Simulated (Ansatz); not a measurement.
# 1T-CrSeTe bilayer (AA) in a perpendicular field, part 3 of 3

What dipole does a perpendicular field induce in the 1T-CrSeTe bilayer (AA)? A positive field points along +c.

Ansatz 0.2.0; plane-wave DFT, PBE+U-D3(BJ), Ansatz PAW.

So far. Step 7 (Atoms held, field 0.25 V/Å): The dipole is 0.141 e·Å, 0.179 e·Å from its value without field.

## Step 8: Atoms held, field -0.25 V/Å

Contents of input.yaml:

```yaml
crystal:
  lattice:
    - [3.5298349251, 0.0, 0.0]
    - [-1.7649174626, 3.0569267163, 0.0]
    - [0.0, 0.0, 27.5664507107]
  atoms:
    - { symbol: Te, position: [0.6666666667, 0.3333333333, 0.3264838152], spin: -0.16 }
    - { symbol: Cr, position: [0.0, 0.0, 0.3951446859], spin: 2.89 }
    - { symbol: Se, position: [0.3333333333, 0.6666666667, 0.4450573031], spin: -0.22 }
    - { symbol: Te, position: [0.6666666667, 0.3333333333, 0.554414054], spin: -0.19 }
    - { symbol: Cr, position: [0.0, 0.0, 0.6228637786], spin: 2.89 }
    - { symbol: Se, position: [0.3333333333, 0.6666666667, 0.6735161848], spin: -0.23 }
magnetization:
  spin_polarized: true
kpoints:
  mp_grid: { grid: [18, 18, 1] }
  band_path:
    path: [[0, 0, 0], [0.5, 0, 0], [0.33333333, 0.33333333, 0], [0, 0, 0]]
    npoints: 16
hamiltonian:
  xc: pbe
  dispersion: d3bj
  hubbard: { sites: [{ species: Cr, l: d, u_eff: 2.0 }] }
scf:
  occupations: { method: fermi_dirac, width: 0.05 }
  convergence: { dr2_threshold: 1.0e-10 }
efield:
  axis: 3
  dipole_correction: true
  ramp_position: 0.97
  ramp_width: 0.06
  amplitude: -0.25
output:
  dos: { projected: true, e_range: [-6, 5] }
  bader: true
  write_potential: true
  write_density: true
  volumetric_format: npy
  elf: true
```

Launch:

```bash
$ ansatz run input.yaml --threads 4 --pin off --max-ram 12288MiB --backend cpu --events-out ev --progress --plain --runs-dir out
```

Numbers of over 12 decimals in the logs are rounded to 6 here.

Log:

```text
[...]
Crystal: 6 atoms, lattice volume = 297.454 Å³
Basis set: ecut = 420 eV, 5787 PW (Γ)
Bands: 60, of which v1, the nominal top of the filled ones, is band 46 counted from 1 (45 counted from 0)
Symmetry: 6 space group operations
k-points: 37 of 324 (time reversal used)
[...]
Starting moments: Σ|m| = 6.58 μB on 6 of 6 sites
[...]
Occupation matrices written to <dir>
--- Bader charges: 6 sites ---
  site symbol  charge [e]  shift [e]    m [muB]
     0     Te     -0.3707     0.0008    -0.2244
     1     Cr      0.9871     0.0001     3.1413
     2     Se     -0.6466     0.0010    -0.2425
     3     Te     -0.3359     0.0008    -0.2555
     4     Cr      0.9874     0.0001     3.1355
     5     Se     -0.6213     0.0009    -0.2646
  estimated error of the sums over rays = 6.2e-4 e
[key lines of the parts left out:]
SCF converged after 29 iterations
Magnetization: 5.2897 μB (48.6449 up, 43.3551 down)
Free energy (F): -31655.304048 eV
Fermi energy:    1.874543 eV
Dipole field:    D = -0.131754 V/Å  (p = -0.216583 e·Å, saw-weighted, corrected)
```

It took 64 s on 4 threads of Intel Xeon Platinum 8559C (Emerald Rapids), shared host; peak memory 1.9 GiB; 4.1 min of CPU time.

The dipole is -0.217 e·Å, -0.179 e·Å from its value without field.

## Step 9: Response, atoms held

This step: plane-wave DFT, PBE+U-D3(BJ), Ansatz PAW; response to a field along the normal, atoms held (Ansatz 0.2.0).

The dipoles give the slope, and the difference of two potentials shows where the field is screened.

This step gave:

```yaml
equivalent_conductor_thickness_p_eps_0ae: 11.99 Å
distance_between_the_outer_atoms: 9.566 Å
```

Table of dipole of the cell by applied field:

| applied field (V/Å) | dipole of the cell (e·Å) |
| --- | --- |
| -0.250 | -0.217 |
| -0.030 | -0.0593 |
| 0.000 | -0.0378 |
| 0.030 | -0.0164 |
| 0.150 | 0.0695 |
| 0.250 | 0.141 |

Table of total moment by applied field:

| applied field (V/Å) | total moment (μB) |
| --- | --- |
| -0.250 | 5.29 |
| -0.030 | 5.28 |
| 0.000 | 5.28 |
| 0.030 | 5.28 |
| 0.150 | 5.28 |
| 0.250 | 5.27 |

Local field over the applied field, running mean. From the potentials at -0.03 and 0.03 V/Å; running mean over 2.5 Å. Table of local field over applied field by z:

| z (Å) | local field over applied field |
| --- | --- |
| 4.5 | 0.997 |
| 5.0 | 0.991 |
| 5.5 | 0.976 |
| 6.0 | 0.939 |
| 6.5 | 0.858 |
| 7.0 | 0.723 |
| 7.5 | 0.556 |
| 8.0 | 0.381 |
| 8.5 | 0.214 |
| 9.0 | 0.0867 |
| 9.5 | 0.0249 |
| 10.0 | 0.00196 |
| 10.5 | -0.00446 |
| 11.0 | 0.00130 |
| 11.5 | 0.0113 |
| 12.0 | 0.0129 |
| 12.5 | 0.0123 |
| 13.0 | 0.0114 |
| 13.5 | 0.0102 |
| 14.0 | 0.00901 |
| 14.5 | 0.00820 |
| 15.0 | 0.00930 |
| 15.5 | 0.0153 |
| 16.0 | 0.0223 |
| 16.5 | 0.0238 |
| 17.0 | 0.0222 |
| 17.5 | 0.0295 |
| 18.0 | 0.0505 |
| 18.5 | 0.120 |
| 19.0 | 0.255 |
| 19.5 | 0.429 |
| 20.0 | 0.607 |
| 20.5 | 0.774 |
| 21.0 | 0.896 |
| 21.5 | 0.960 |
| 22.0 | 0.986 |
| 22.5 | 0.995 |
| 23.0 | 0.998 |

Electrons, planar mean, per unit field. The induced electron density by z:

z (Å), induced electron density (e/Å³ per V/Å) and a bar from the least value:
```
        5    0.00004 ###############
        6    0.00030 ################
        7    0.00175 ########################
        8    0.00293 ##############################
        9    0.00093 ####################
       10   -0.00035 #############
       11    0.00011 ###############
       12    0.00008 ###############
       13   -0.00012 ##############
       14    0.00016 ################
       15   -0.00007 ##############
       16   -0.00018 ##############
       17    0.00018 ################
       18   -0.00070 ###########
       19   -0.00147 #######
       20   -0.00284 
       21   -0.00053 ############
       22   -0.00006 ##############
       23   -0.00001 ###############
```

By hand: between -0.03 and 0.03 V/Å the dipole changes by 0.04291 e·Å, a slope of 0.7152 e·Å²/V. A perfect conductor of thickness t has p = ε₀AEt, so t = 180.95 × 0.7152 / 10.790 = 11.99 Å (e/ε₀ = 180.95 V·Å, A in Å²).

The induced dipole is that of a conductor 11.99 Å thick.

## Step 10: A changed input

This step: plane-wave DFT, PBE+U-D3(BJ), Ansatz PAW (Ansatz 0.2.0).

A run with a changed input: it repeats the earlier run at 0.03 V/Å with kpoints.mp_grid.shift to [0.5, 0.5, 0.0] and basis.ecutrho_ratio to 12.

Edit input.yaml of step 8 so:

```diff
@@ -15,3 +15,3 @@
 kpoints:
-  mp_grid: { grid: [18, 18, 1] }
+  mp_grid: { grid: [18, 18, 1], shift: [0.5, 0.5, 0.0] }
   band_path:
@@ -31,6 +31,4 @@
   ramp_width: 0.06
-  amplitude: -0.25
+  amplitude: 0.03
 output:
-  dos: { projected: true, e_range: [-6, 5] }
-  bader: true
   write_potential: true
@@ -38,2 +36,3 @@
   volumetric_format: npy
-  elf: true
+basis:
+  ecutrho_ratio: 12
```

Log:

```text
Warning: crystal.symmetry: narrowed to the stabiliser of the k-point mesh — unitary ops 6 → 2; excluded 4 operations that carry a point of the 18×18×1 mesh (shift [0.5, 0.5, 0]) off the mesh (the run samples exactly the mesh kpoints.mp_grid names, as under crystal.symmetry.detect: false, and its converged state has the mesh's symmetry, not the crystal's; ε∞, the Born charges and the force constants of a linear response (`dielectric:` by the response, `phonons.method: dfpt`) are averaged over those of the crystal's operations that the state keeps within a tolerance, where `mesh_tensors`, `unaveraged_element` or `gamma_mean_max_change_ev_ang2` stands beside them; [rest of the remark cut]
[...]
Crystal: 6 atoms, lattice volume = 297.454 Å³
Basis set: ecut = 420 eV, 5787 PW (Γ)
Bands: 60, of which v1, the nominal top of the filled ones, is band 46 counted from 1 (45 counted from 0)
Symmetry: 2 space group operations
k-points: 90 of 324 (time reversal used)
[...]
Starting moments: Σ|m| = 6.58 μB on 6 of 6 sites
[...]
SCF iter   1: F=—  HF=-31657.092018 eV  |F-HF|=—  |Δ(HF+E_count)|=         —  Δρ=5.87e-2 (↑5.87e-2 ↓2.62e-2)  dr2=2.36e1  dr2_m=1.44e0  M=4.518 μB ∫|m|=6.028 μB  β_m=0.30  ethr=3.10e-3  p=0.022 e·Å  D=1.32e-2 V/Å  ΔV_dip=-0.36 eV  dr2_dipole=5.74e-4  V_vac-E_F(+/−)=5.09/4.70 eV  ⟨swp⟩=11.0  Hψ=50731  notcnv=0  defer=82
[...]
SCF iter  29: F=-31655.272449 eV  HF=-31655.272449 eV  |F-HF|=3.64e-12  |Δ(HF+E_count)|=  1.82e-11  Δρ=7.43e-8 (↑7.43e-8 ↓3.82e-8)  dr2=3.53e-11  dr2_m=2.16e-12  M=5.310 μB ∫|m|=7.739 μB  ethr=1.00e-12  p=-0.017 e·Å  D=-1.03e-2 V/Å  ΔV_dip=0.28 eV  dr2_dipole=2.80e-12  V_vac-E_F(+/−)=5.85/4.80 eV  ⟨swp⟩=1.0  Hψ=21340  notcnv=0
SCF 1 converged in 29 iterations: F = -31655.272449 eV  dr2 = 3.53e-11
[...]
SCF converged after 29 iterations
Magnetization: 5.3098 μB (48.6549 up, 43.3451 down)
Absolute magnetization: 7.7109 μB (∫|ρ↑−ρ↓|, with the PAW one-centre terms)
[...]
Per-site moments (μB) at R_I (Å): [(-0.160713, 1.147291), (2.890375, 1.014313), (-0.217646, 1.014313), (-0.184985, 1.145659), (2.888730, 1.019044), (-0.229913, 1.019044)]
Free energy (F): -31655.272449 eV
[...]
Internal energy: -31655.253954 eV  (E = F + TS)
E sigma→0 (E₀):  -31655.263202 eV
Entropy (-TS):   -0.018495 eV (-3.082 meV/atom)
Fermi energy:    1.869692 eV
Dipole field:    D = -0.010269 V/Å  (p = -0.016880 e·Å, saw-weighted, corrected)
Work function:   not extracted (applied field tilts the vacuum); planar V_es + V_field profile in the machine report
[...]
--- Band table (eV; the first three rows and the last of 180) ---
  k-point 0 ↑: bands = [... 42 lower, 0.1399, 0.1555, 1.1115, 1.9513, 3.2340, 3.2956, 3.3857, 3.4954, ... 10 higher]
  k-point 1 ↑: bands = [... 42 lower, 0.0780, 0.1513, 1.0673, 1.8430, 2.8736, 2.9875, 3.2037, 3.3740, ... 10 higher]
  k-point 2 ↑: bands = [... 42 lower, 0.0176, 0.1375, 0.9746, 1.5909, 2.3338, 2.5632, 2.9853, 3.1659, ... 10 higher]
  k-point 89 ↓: bands = [... 42 lower, 1.4601, 1.5810, 3.6545, 3.7688, 5.0323, 5.1427, 5.1483, 5.3199, ... 10 higher]
Occupation matrices written to <dir>
```

The job ended after 1.9 min (4 threads; peak memory 4.2 GiB).

Numbers from this step:

```
energy at zero smearing : -31655.2632 eV
total moment            : 5.310 μB
site moments            : -0.1607, 2.890, -0.2176, -0.1850, 2.889, -0.2299 μB
dipole along the normal : -0.01688 e·Å
```

Deep bands are left out, so band numbers here count from the lowest band kept and differ from the log's. Electronic bands along the path, in eV, zero at the Fermi level; # counts the bands kept:

| point | up #14 | up #16 | up #17 | up #18 | down #9 | down #10 | down #11 | down #12 |
| --- | --- | --- | --- | --- | --- | --- | --- | --- |
| Γ | 0.10 | 1.48 | 1.66 | 1.66 | 1.50 | 1.50 | 1.63 | 1.63 |
| halfway | -0.81 | -0.06 | 0.63 | 0.86 | -1.27 | -0.63 | 0.24 | 0.37 |
| M | -1.25 | -0.95 | -0.51 | -0.29 | -1.51 | -1.39 | -0.42 | -0.30 |
| halfway | -1.27 | -1.09 | -0.69 | -0.49 | -1.89 | -1.67 | -1.47 | -1.39 |
| K | -1.40 | -1.06 | -0.80 | -0.70 | -2.01 | -1.74 | -1.53 | -1.49 |
| halfway | -0.95 | -0.46 | 0.19 | 0.52 | -1.28 | -0.87 | -0.63 | -0.46 |
| Γ | 0.10 | 1.48 | 1.66 | 1.66 | 1.50 | 1.50 | 1.63 | 1.63 |

| quantity | this run | earlier run | difference |
| --- | --- | --- | --- |
| dipole along the normal (e·Å) | -0.01688 | -0.01635 | -5.3e-4 |
| total moment (μB) | 5.310 | 5.281 | 0.029 |

What moves beyond 0.01 in its unit (for the dipole 0.5 % and 5e-5 e·Å): dipole along the normal (-0.000528 e·Å) and total moment (+0.0292 μB).

## Step 11: Results

```
gap without field                          : none
work function, upper face                  : 5.66 eV
step between the vacuum levels             : 0.634 eV
equivalent conductor thickness, atoms held : 12.0 Å
```

In words: The induced dipole equals that of a perfect conductor 11.99 Å thick, while the outer atoms lie 9.57 Å apart. The two faces differ: the vacuum level above lies 0.63 eV higher than the one below. There is no gap over 0.03 eV, with or without the field. The magnetic order is the one reached from the typed start; other orders were not compared. Spin-orbit coupling is left out, which matters for the bands of elements this heavy.

[Logs are printed without paths, hosts, clocks, repeated set-up lines and the standing remarks that a program may print on its own settings, such as how far it seeks lower states.]

[Hosts, paths, dates, database ids (printed as entryN), source tags and the programs' standing remarks are cut or masked in the printed files.]

[Maps of the electrostatic potential energy from Ansatz leave out the sawtooth potential of an applied field or a dipole correction, so their vacuum need not be flat; planar profiles and work functions include it.]
